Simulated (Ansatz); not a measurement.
# Free carriers and the phonons of SiC (Moissanite, P6_3mc)

Aim: how far do free carriers move the optical modes of SiC (Moissanite, P6_3mc)?

Main program and level: Ansatz 0.2.0; DFT LDA, scalar-relativistic, plane waves, PAW; PAW set soft_1.

## Step 1: The structure

The structure is hexagonal, space group P6_3mc (No. 186). The conventional cell has a = 3.076 Å, b = 3.076 Å, c = 5.048 Å, α = 90.00°, β = 90.00°, γ = 120.00°. C has 4 Si at 1.87 to 1.94 Å nearest. Nearest to Si lie 4 C at 1.87 to 1.94 Å. Farther neighbours are not listed.

## Step 2: A rough relaxation first

The start is far from rest, so a relaxation with loose tolerances brings it close first.

input.yaml reads:

```yaml
crystal:
  lattice:
    - [3.076, 0.0, 0.0]
    - [-1.538, 2.663894142, 0.0]
    - [0.0, 0.0, 5.048]
  atoms:
    - { symbol: C, position: [0.33333333, 0.66666667, 0.385] }
    - { symbol: C, position: [0.66666667, 0.33333333, 0.885] }
    - { symbol: Si, position: [0.33333333, 0.66666667, 0.0] }
    - { symbol: Si, position: [0.66666667, 0.33333333, 0.5] }
kpoints:
  mp_grid: { grid: [9, 9, 4] }
hamiltonian:
  xc: lda
  pseudopotentials: { kind: paw, azcp: { folder: soft_1 }, xc_functional: pbe }
scf:
  occupations: { method: gaussian, width: 0.1 }
output:
  forces: true
  stress: true
  eigenvalues: true
relax:
  adjacent_minimum: "off"
  f_tol: 0.05
  max_steps: 80
  cell: { stress_tol: 0.5 }
```

Command:

```console
$ ansatz run input.yaml --threads 4 --pin off --max-ram 16384MiB --backend cpu --events-out ev --progress --plain --runs-dir out
```

Numbers of over 12 decimals in the logs are rounded to 6 here.

The log of the run:

```text
The last accepted step is kept in <dir> (removed where the run ends without a failure and the disk answers)
Engine: ansatz 0.2.0, aarch64-unknown-linux-gnu
Pseudopotentials: kind: paw
Pseudopotential: C, paw, valence charge 4, recommended cutoff 420 eV (normal), soft_1/C.paw.azcp
Pseudopotential: Si, paw, valence charge 4, recommended cutoff 420 eV (normal), soft_1/Si.paw.azcp
Functional definition: SPW92
[...]
cell:  # Å, volume = 40.5796 Å³
    - [3.056684, 0.0, 0.0]
    - [-1.528342, 2.647166, 0]
    - [0.0, 0, 5.015059]
  atoms:
    - { symbol: C, position: [0.333333, 0.666667, 0.380437] }
    - { symbol: C, position: [0.666667, 0.333333, 0.880437] }
    - { symbol: Si, position: [0.333333, 0.666667, 0.00456301] }
    - { symbol: Si, position: [0.666667, 0.333333, 0.504563] }
[key lines of the parts left out:]
SCF converged after 4 iterations
Free energy (F): -1704.401506 eV
Fermi energy:    10.706526 eV
P = ⅓ Tr σ = 0.0037 GPa (0.037 kbar)
```

Run time: 3.1 s. Hardware: 4 threads of Arm Neoverse V2, shared host; peak memory 0.3 GiB; 11 s of CPU time.

The steps of the relaxation:

```tsv
step	energy less that of the first step (eV)	largest force component (eV/Å)	pressure (GPa)	volume (Å³)
1	0.0000	0.7317	-3.97	41.36
2	-0.0293	0.4338	-1.82	40.95
3	-0.0421	0.1659	1.22	40.38
4	-0.0464	0.0018	0.04	40.58
5*	-0.0455	0.0017	0.00	40.58
```

Relaxation steps marked * repeat the geometry before them on a plane-wave basis chosen anew for their cell, so energy and pressure can jump there.

The run keeps the 12 symmetry operations that it works with, so distortions that break them were not tested.

```tsv
conventional cell, symmetrised	before	after	change
a (Å)	3.076	3.057	-0.6 %
b (Å)	3.076	3.057	-0.6 %
c (Å)	5.048	5.015	-0.7 %
volume (Å³/atom)	10.34	10.14	-1.9 %
```

The atoms that moved most (Å, as changes of fractional coordinates times the final cell):

```tsv
atom	dx	dy	dz	length
Si3	0.000	0.000	0.023	0.023
C1	0.000	0.000	-0.023	0.023
C2	0.000	0.000	-0.023	0.023
Si4	0.000	0.000	0.023	0.023
```

Final coordinates:

```xyz
4
Lattice="3.0567 0.0000 0.0000 -1.5283 2.6472 0.0000 0.0000 0.0000 5.0151" Properties=species:S:1:pos:R:3 pbc="T T T"
C     0.0000    1.7648    1.9079
C     1.5283    0.8824    4.4154
Si    0.0000    1.7648    0.0229
Si    1.5283    0.8824    2.5304
```

A gap read on the k-mesh alone can miss the band edges.

This step gave:

```
pressure          : 0.003653 GPa
gap on the k-mesh : 2.135 eV
volume per atom   : 10.14 Å³
```

In this step the volume went from 10.34 to 10.14 Å³/atom.

## Step 3: Relaxation

The cell and atoms are relaxed, since residual forces and stress would shift the frequencies.

input.yaml, the sections that differ from step 2:

```yaml
crystal:
  lattice:
    - [3.0566838186, 0.0, 0.0]
    - [-1.5283419093, 2.6471658383, 0.0]
    - [0.0, 0.0, 5.0150589329]
  atoms:
    - { symbol: C, position: [0.3333333333, 0.6666666667, 0.3804369864] }
    - { symbol: C, position: [0.6666666667, 0.3333333333, 0.8804369864] }
    - { symbol: Si, position: [0.3333333333, 0.6666666667, 0.0045630136] }
    - { symbol: Si, position: [0.6666666667, 0.3333333333, 0.5045630136] }
kpoints:
  mp_grid: { grid: [12, 12, 6] }
scf:
  occupations: { method: gaussian, width: 0.02 }
relax:
  adjacent_minimum: "off"
  f_tol: 0.005
  max_steps: 80
  cell: { stress_tol: 0.05 }
# hamiltonian, output: as in step 2
```

The log of the run:

```text
[...]
Crystal: 4 atoms, lattice volume = 40.580 Å³
Basis set: ecut = 420 eV, 785 PW (Γ)
Bands: 12, of which v1, the nominal top of the filled ones, is band 8 counted from 1 (7 counted from 0)
Symmetry: 12 space group operations
[...]
k-points: 76 of 864 (time reversal used)
[...]
--- Relaxed structure (2 steps of the walk, 2 accepted, 1 SCFs on fresh bases) ---
[...]
cell:  # Å, volume = 40.5799 Å³
    - [3.056307, 0, 0]
    - [-1.528154, 2.646840, 0]
    - [0, 0, 5.016329]
  atoms:
    - { symbol: C, position: [0.333333, 0.666667, 0.380397] }
    - { symbol: C, position: [0.666667, 0.333333, 0.880397] }
    - { symbol: Si, position: [0.333333, 0.666667, 0.00460291] }
    - { symbol: Si, position: [0.666667, 0.333333, 0.504603] }
[key lines of the parts left out:]
SCF converged after 4 iterations
Free energy (F): -1704.401406 eV
Fermi energy:    10.705829 eV
P = ⅓ Tr σ = 0.0027 GPa (0.027 kbar)
```

Wall time 3.6 s (4 threads); peak memory 0.35 GiB; 13 s of CPU time.

Little changed from the start: no atom moved by 0.005 Å and no cell edge by 0.1 %.

Numbers from this step:

| Quantity | Value |
| --- | --- |
| pressure | 0.002704 GPa |
| gap on the k-mesh | 2.130 eV |

In this step the volume went from 10.14 to 10.14 Å³/atom.

## Step 4: Tight relaxation

Phonons need small forces and stress, so the relaxation is finished with tight tolerances on 12×12×6 k points.

input.yaml, the sections that differ from step 3:

```yaml
crystal:
  lattice:
    - [3.0563073555, 0.0, 0.0]
    - [-1.5281536777, 2.6468398116, 0.0]
    - [0.0, 0.0, 5.016329195]
  atoms:
    - { symbol: C, position: [0.3333333333, 0.6666666667, 0.3803970948] }
    - { symbol: C, position: [0.6666666667, 0.3333333333, 0.8803970948] }
    - { symbol: Si, position: [0.3333333333, 0.6666666667, 0.0046029052] }
    - { symbol: Si, position: [0.6666666667, 0.3333333333, 0.5046029052] }
scf:
  occupations: { method: fixed }
relax:
  adjacent_minimum: "off"
  f_tol: 0.001
  max_steps: 60
  cell: { stress_tol: 0.01 }
# kpoints, hamiltonian, output: as in step 3
```

The log of the run:

```text
[...]
Crystal: 4 atoms, lattice volume = 40.580 Å³
Basis set: ecut = 420 eV, 785 PW (Γ)
Bands: 12, of which v1, the nominal top of the filled ones, is band 8 counted from 1 (7 counted from 0)
Symmetry: 12 space group operations
[...]
k-points: 76 of 864 (time reversal used)
[...]
--- Relaxed structure (2 steps of the walk, 2 accepted, 1 SCFs on fresh bases) ---
[...]
cell:  # Å, volume = 40.5801 Å³
    - [3.056432, -2.8868722963250294e-11, 0]
    - [-1.528216, 2.646948, 0]
    - [0.0, 0, 5.015947]
  atoms:
    - { symbol: C, position: [0.333333, 0.666667, 0.380408] }
    - { symbol: C, position: [0.666667, 0.333333, 0.880408] }
    - { symbol: Si, position: [0.333333, 0.666667, 0.00459217] }
    - { symbol: Si, position: [0.666667, 0.333333, 0.504592] }
[key lines of the parts left out:]
SCF converged after 4 iterations
Free energy (F): -1704.401407 eV
Fermi energy:    9.640155 eV
P = ⅓ Tr σ = 0.0012 GPa (0.012 kbar)
```

The job ended after 3.4 s (4 threads; peak memory 0.34 GiB).

Little changed from the start: no atom moved by 0.005 Å and no cell edge by 0.1 %.

This step gave:

```yaml
pressure: 0.001228 GPa
gap_on_the_k_mesh: 2.132 eV
volume_per_atom: 10.15 Å³
```

The largest force component left is 0.61 meV/Å and the pressure is 0.001 GPa, within the tolerances set. The cell now holds 10.15 Å³/atom.

## Step 5: A member of the series: no carriers

The cell of the neutral crystal is kept with no carriers. The bands are sampled on 26×26×15 points with Fermi-Dirac filling of 0.03 eV.

input.yaml, the sections that differ from step 4:

```yaml
crystal:
  lattice:
    - [3.0564320057, 0.0, 0.0]
    - [-1.5282160028, 2.6469477619, 0.0]
    - [0.0, 0.0, 5.0159470883]
  atoms:
    - { symbol: C, position: [0.3333333333, 0.6666666667, 0.3804078262] }
    - { symbol: C, position: [0.6666666667, 0.3333333333, 0.8804078262] }
    - { symbol: Si, position: [0.3333333333, 0.6666666667, 0.0045921738] }
    - { symbol: Si, position: [0.6666666667, 0.3333333333, 0.5045921738] }
kpoints:
  mp_grid: { grid: [26, 26, 15] }
scf:
  occupations: { method: fermi_dirac, width: 0.03 }
relax:
  adjacent_minimum: "off"
  f_tol: 0.001
  max_steps: 60
# hamiltonian, output: as in step 4
```

The log of the run:

```text
[...]
--- Relaxed structure (2 steps of the walk, 2 accepted, 0 SCFs on fresh bases) ---
  F+E_penalty+E_count = -1704.40141667 eV   max|allowed force component| = 6.595e-4 eV/Å
  atoms:
    - { symbol: C, position: [0.333333, 0.666667, 0.3804078262] }
    - { symbol: C, position: [0.666667, 0.333333, 0.8804078262] }
    - { symbol: Si, position: [0.333333, 0.666667, 0.0045921738] }
    - { symbol: Si, position: [0.666667, 0.333333, 0.5045921738] }
[key lines of the parts left out:]
SCF converged after 3 iterations
Free energy (F): -1704.401417 eV
Fermi energy:    10.733935 eV
P = ⅓ Tr σ = 0.0012 GPa (0.012 kbar)
```

It took 15 s on 4 threads; peak memory 0.62 GiB; 60 s of CPU time.

Hardly anything moved in the relaxation; the energy changed by under 0.2 meV an atom.

The largest force component left is 0.66 meV/Å.

## Step 6: Modes of this member: no carriers

The force constants come from the linear response of the density to a displacement.

The zone-centre modes follow for no carriers.

input.yaml, as its differences from that of step 5:

```diff
@@ -18,8 +18,4 @@
 output:
-  forces: true
-  stress: true
   eigenvalues: true
-relax:
-  adjacent_minimum: "off"
-  f_tol: 0.001
-  max_steps: 60
+phonons:
+  method: dfpt
```

The log of the run:

```text
[...]
Crystal: 4 atoms, lattice volume = 40.580 Å³
Basis set: ecut = 420 eV, 785 PW (Γ), exchange–correlation on 48×48×72 points (8 copies of the dense FFT grid, shifted against one another)
Bands: 12, of which v1, the nominal top of the filled ones, is band 8 counted from 1 (7 counted from 0)
Symmetry: 12 space group operations
k-points: 2640 of 10140 (irreducible under 2 space group operations, time reversal used)
[...]
SCF iter   1: F=—  HF=-1707.609013 eV  |F-HF|=—  |Δ(HF+E_count)|=         —  Δρ=1.42e-1  dr2=9.81e0  ethr=3.10e-3  ⟨swp⟩=6.0  Hψ=231248  notcnv=0
[...]
SCF iter   9: F=-1704.401418 eV  HF=-1704.401418 eV  |F-HF|=4.55e-13  |Δ(HF+E_count)|=  4.21e-11  Δρ=4.84e-8  dr2=6.60e-13  ethr=1.00e-12  ⟨swp⟩=4.9  Hψ=164610  notcnv=0
the search or the solves at the SCF's close seem to have found levels that the self-consistency loop had missed (the run counts 12). By its estimate they hold under 1e-12 electrons; where the run keeps them, the occupations were computed again with them
SCF 1 converged in 9 iterations: F = -1704.401418 eV  dr2 = 6.60e-13
[...]
DFPT response loops at Γ: preconditioner auto → Resta (q_TF=auto, 2.336 Å⁻¹)  ε∞=5.3 (no band partly filled); β = 1.00, the filter's whole step (`scf.mixing.beta` (0.50) is not read by the response loops at its default; to damp them type it under 1.00, their step now; it binds the ground state too); Broyden in place of MSR1
SCF converged after 9 iterations
Free energy (F): -1704.401418 eV
[...]
Internal energy: -1704.401418 eV  (E = F + TS)
E sigma→0 (E₀):  -1704.401418 eV
Fermi energy:    10.733938 eV
[...]
--- Band table (eV; the first three rows and the last of 2640) ---
  k-point 0: bands = [... 4 lower, 8.3135, 9.5267, 9.6401, 9.6401, 14.5563, 16.0396, 16.3138, 16.3138]
  k-point 1: bands = [... 4 lower, 8.3259, 9.4003, 9.6231, 9.6231, 14.5762, 16.1315, 16.3197, 16.3197]
  k-point 2: bands = [... 4 lower, 8.3627, 9.0445, 9.5733, 9.5733, 14.6356, 16.3401, 16.3401, 16.3847]
  k-point 2639: bands = [... 4 lower, 4.2674, 4.8122, 6.6396, 7.0228, 12.7726, 16.2634, 17.0891, 17.8654]
--- Phonons (Γ-DFPT): 4 representative perturbations + reference, on 2640 of 10140 k-points (Σ response iterations 12) ---
  k mesh reduced under 2 symmetry operations, with k and −k counted as one. Each operation leaves every solved perturbation unchanged. A smaller set is not used because it would not reduce the number of displacements times k-points to solve
  ASR residual: 2.732e-5 → 0.000e0 eV/Å²; symmetrization residual: 9.361e-7 eV/Å²
  ASR residual per site (eV/Å²): 2.73e-5 2.73e-5 9.40e-6 9.40e-6
  Γ frequencies (cm⁻¹): 0.00 0.00 0.00 257.97 257.97 599.32 767.89 767.89 771.25 801.32 801.32 841.08
  non-analytic LO–TO correction: not included (Born effective charges unavailable; polar crystals: no LO–TO splitting at Γ)
```

Wall time 2.3 min (4 threads); peak memory 3.9 GiB.

In the SCF lines HF is the Harris–Foulkes energy and dr2 the Hartree energy of the density residual, in eV; the loop may stop once dr2 is under the threshold and the program's other checks hold. Hψ counts applications of the Hamiltonian.

This step gave:

```
sum-rule residual before enforcement                    : 2.73e-5 eV/Å²
point group                                             : 6mm
highest optical mode at the zone centre (no LO-TO term) : 841.1 cm⁻¹
lowest optical zone-centre mode                         : 258.0 cm⁻¹
```

Without the LO-TO term. Patterns of degenerate modes are one choice out of their space. The modes at Γ (shares of kinetic energy by element, %):

```tsv
mode	frequency (cm⁻¹)	symmetry	C %	Si %
1	0.0	acoustic	30	70
2	0.0	acoustic	30	70
3	0.0	acoustic	30	70
4	258.0	E2	26	74
5	258.0	E2	26	74
6	599.3	B1	0	100
7	767.9	E2	74	26
8	767.9	E2	74	26
9	771.2	A1	70	30
10	801.3	E1	70	30
11	801.3	E1	70	30
12	841.1	B1	100	0
```

Displacements in mode 5 (258.0 cm⁻¹), the largest set to 1:
```
C1  -0.92  0.00  0.00
C2   0.92  0.00  0.00
Si3  1.00  0.00  0.00
Si4 -1.00  0.00  0.00
```

Displacements in mode 6 (599.3 cm⁻¹), the largest set to 1:
```
C1   0.00  0.00  0.02
C2   0.00  0.00 -0.02
Si3  0.00  0.00 -1.00
Si4  0.00  0.00  1.00
```

Without the LO-TO term the lowest optical mode is real, 258 cm⁻¹, and the highest lies at 841.1 cm⁻¹.

## Step 7: A member of the series: 15 × 10²⁰ holes per cm³

The cell of the neutral crystal is kept with 15 × 10²⁰ holes per cm³, balanced by a uniform background. The bands are sampled on 26×26×15 points with Fermi-Dirac filling of 0.03 eV.

input.yaml, as its differences from that of step 6:

```diff
@@ -10,2 +10,3 @@
     - { symbol: Si, position: [0.6666666667, 0.3333333333, 0.5045921738] }
+total_charge: 0.06087
 kpoints:
@@ -18,4 +19,8 @@
 output:
+  forces: true
+  stress: true
   eigenvalues: true
-phonons:
-  method: dfpt
+relax:
+  adjacent_minimum: "off"
+  f_tol: 0.001
+  max_steps: 60
```

The log of the run:

```text
[...]
Crystal: 4 atoms, lattice volume = 40.580 Å³
Basis set: ecut = 420 eV, 785 PW (Γ)
Bands: 12, of which v1, the nominal top of the filled ones, is band 8 counted from 1 (7 counted from 0)
Symmetry: 12 space group operations
[...]
k-points: 560 of 10140 (time reversal used)
[...]
--- Relaxed structure (4 steps of the walk, 4 accepted, 0 SCFs on fresh bases) ---
  F+E_penalty+E_count = -1704.97988034 eV   max|allowed force component| = 4.478e-4 eV/Å
  atoms:
    - { symbol: C, position: [0.333333, 0.666667, 0.380106] }
    - { symbol: C, position: [0.666667, 0.333333, 0.880106] }
    - { symbol: Si, position: [0.333333, 0.666667, 0.00489378] }
    - { symbol: Si, position: [0.666667, 0.333333, 0.504894] }
[key lines of the parts left out:]
SCF converged after 6 iterations
Free energy (F): -1704.979880 eV
Fermi energy:    9.397082 eV
P = ⅓ Tr σ = 1.3302 GPa (13.302 kbar)
```

It took 24 s on 4 threads; peak memory 0.64 GiB.

Hardly anything moved in the relaxation; the energy changed by under 0.2 meV an atom.

The largest force component left is 0.45 meV/Å.

## Step 8: Modes of this member: 15 × 10²⁰ holes per cm³

The zone-centre modes follow for 15 × 10²⁰ holes per cm³.

input.yaml, the sections that differ from step 7:

```yaml
crystal:
  lattice:
    - [3.0564320057, 0.0, 0.0]
    - [-1.5282160028, 2.6469477619, 0.0]
    - [0.0, 0.0, 5.0159470883]
  atoms:
    - { symbol: C, position: [0.3333333333, 0.6666666667, 0.3801062172] }
    - { symbol: C, position: [0.6666666667, 0.3333333333, 0.8801062172] }
    - { symbol: Si, position: [0.3333333333, 0.6666666667, 0.0048937828] }
    - { symbol: Si, position: [0.6666666667, 0.3333333333, 0.5048937828] }
output:
  eigenvalues: true
phonons:
  method: dfpt
# total_charge, kpoints, hamiltonian, scf: as in step 7
# relax: removed
```

The log of the run:

```text
[...]
Crystal: 4 atoms, lattice volume = 40.580 Å³
Basis set: ecut = 420 eV, 785 PW (Γ), exchange–correlation on 48×48×72 points (8 copies of the dense FFT grid, shifted against one another)
Bands: 12, of which v1, the nominal top of the filled ones, is band 8 counted from 1 (7 counted from 0)
Symmetry: 12 space group operations
k-points: 2640 of 10140 (irreducible under 2 space group operations, time reversal used)
[...]
k-point 1: bands = [... 4 lower, 8.3141, 9.3696, 9.6080, 9.6080, 14.5816, 16.1333, 16.3325, 16.3325]
  k-point 2: bands = [... 4 lower, 8.3509, 9.0165, 9.5583, 9.5583, 14.6411, 16.3530, 16.3530, 16.3846]
  k-point 2639: bands = [... 4 lower, 4.2648, 4.8088, 6.6376, 7.0077, 12.7813, 16.2710, 17.0953, 17.8712]
[...]
ASR residual: 8.364e-5 → 0.000e0 eV/Å²; symmetrization residual: 7.881e-7 eV/Å²
  ASR residual per site (eV/Å²): 8.36e-5 8.36e-5 3.80e-5 3.80e-5
[...]
[key lines of the parts left out:]
SCF converged after 8 iterations
Free energy (F): -1704.979881 eV
Fermi energy:    9.397081 eV
```

The job ended after 2 min (4 threads; peak memory 4 GiB; 7.5 min of CPU time).

This step gave:

* sum-rule residual before enforcement: 8.36e-5 eV/Å²
* highest optical mode at the zone centre (no LO-TO term): 838.9 cm⁻¹
* lowest optical zone-centre mode: 252.0 cm⁻¹

Without the LO-TO term. Patterns of degenerate modes are one choice out of their space. The modes at Γ (shares of kinetic energy by element, %):

```tsv
mode	frequency (cm⁻¹)	symmetry	C %	Si %
1	0.0	acoustic	30	70
2	0.0	acoustic	30	70
3	0.0	acoustic	30	70
4	252.0	E2	25	75
5	252.0	E2	25	75
6	578.6	B1	0	100
7	733.6	A1	70	30
8	742.6	E2	75	25
9	742.6	E2	75	25
10	774.6	E1	70	30
11	774.6	E1	70	30
12	838.9	B1	100	0
```

Without the LO-TO term the lowest optical mode is real, 252 cm⁻¹, and the highest lies at 838.9 cm⁻¹.

(Part 1 of 2 ends here.)

[Logs are printed without paths, hosts, clocks, repeated set-up lines and the standing remarks that a program may print on its own settings, such as how far it seeks lower states.]

[Hosts, paths, dates, database ids (printed as entryN), source tags and the programs' standing remarks are cut or masked in the printed files.]
